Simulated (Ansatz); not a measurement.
## Hf (P6_3/mmc): the Drude term of Re ε in the infrared

Re ε of Hf (P6_3/mmc) along x at low photon energies is read from one computed spectrum; the carriers' damping was typed as γ = 0.05 eV. x, y and z are the Cartesian axes of the input cell.

It takes space group P6_3/mmc (No. 194, hexagonal). The conventional cell has a = 3.197 Å, b = 3.197 Å, c = 5.058 Å, α = 90.00°, β = 90.00°, γ = 120.00°. Hf on site c is surrounded by 12 Hf at 3.13 to 3.20 Å.

Method: Ansatz 0.2.0, PBEsol, independent particles, k-mesh 15×15×8 with interpolation inside its cells, Gaussian parameter 0.1 eV.

Launch of the response step: `ansatz run input.yaml --threads 4 --pin off --max-ram 8192MiB --backend cpu --events-out ev --progress --plain --runs-dir out`. The run took 81 s, on 4 threads of Intel(R) Xeon(R) Processor @ 2.50GHz (Skylake/Cascade Lake) (shared host).

```tsv
photon energy E (eV)	wavelength (µm)	Re ε
0.25	4.96	-217.8
0.30	4.13	-144.1
0.35	3.54	-99.0
0.40	3.10	?
0.50	2.48	-27.1
0.60	2.07	0.1
0.70	1.77	17.4
```

A Drude term over a constant background gives Re ε = ε_b − ωp²/(E² + γ²), linear in 1/(E² + γ²).

Working, on the rows shown:

| x = 1/(E² + γ²) (eV⁻²) | y = Re ε |
| --- | --- |
| 15.3846 | -217.8 |
| 10.8108 | -144.1 |
| 8 | -99 |
| 3.9604 | -27.1 |
| 2.75862 | 0.1 |
| 2.03046 | 17.4 |

Means: x̄ = 7.1575, ȳ = -78.417. Σ(x − x̄)(y − ȳ) = -2405, Σ(x − x̄)² = 137.6. Slope = -2405 / 137.6 = -17.48; intercept = ȳ − slope · x̄ = 46.669. The line misses the rows shown by at most 6.2.

Task: What does the fit predict for the withheld row, and how well does it do?

Result: At x = 6.1538 the line gives y = -60.877. The run gave -68.6, so the interpolation is off by 7.7, 3 % of the range in the table.

Refitted with all rows, the slope is -17.43 and the intercept 45.229. These give ωp = √(−slope) = 4.17 eV, against 4.10 eV from the program's Fermi-surface sum, and an intercept of 45.2. Taking the program's Drude term off the rows leaves 41 at the lowest energy and 51 at the highest, so the background isn't constant: interband transitions lie in or near the window, and neither fitted number can be trusted. The values come from a sum over the points of one k-mesh and carry its error, which is largest for Fermi-surface quantities. Spin-orbit coupling is left out.

[Logs are printed without paths, hosts, clocks, repeated set-up lines and the standing remarks that a program may print on its own settings, such as how far it seeks lower states.]
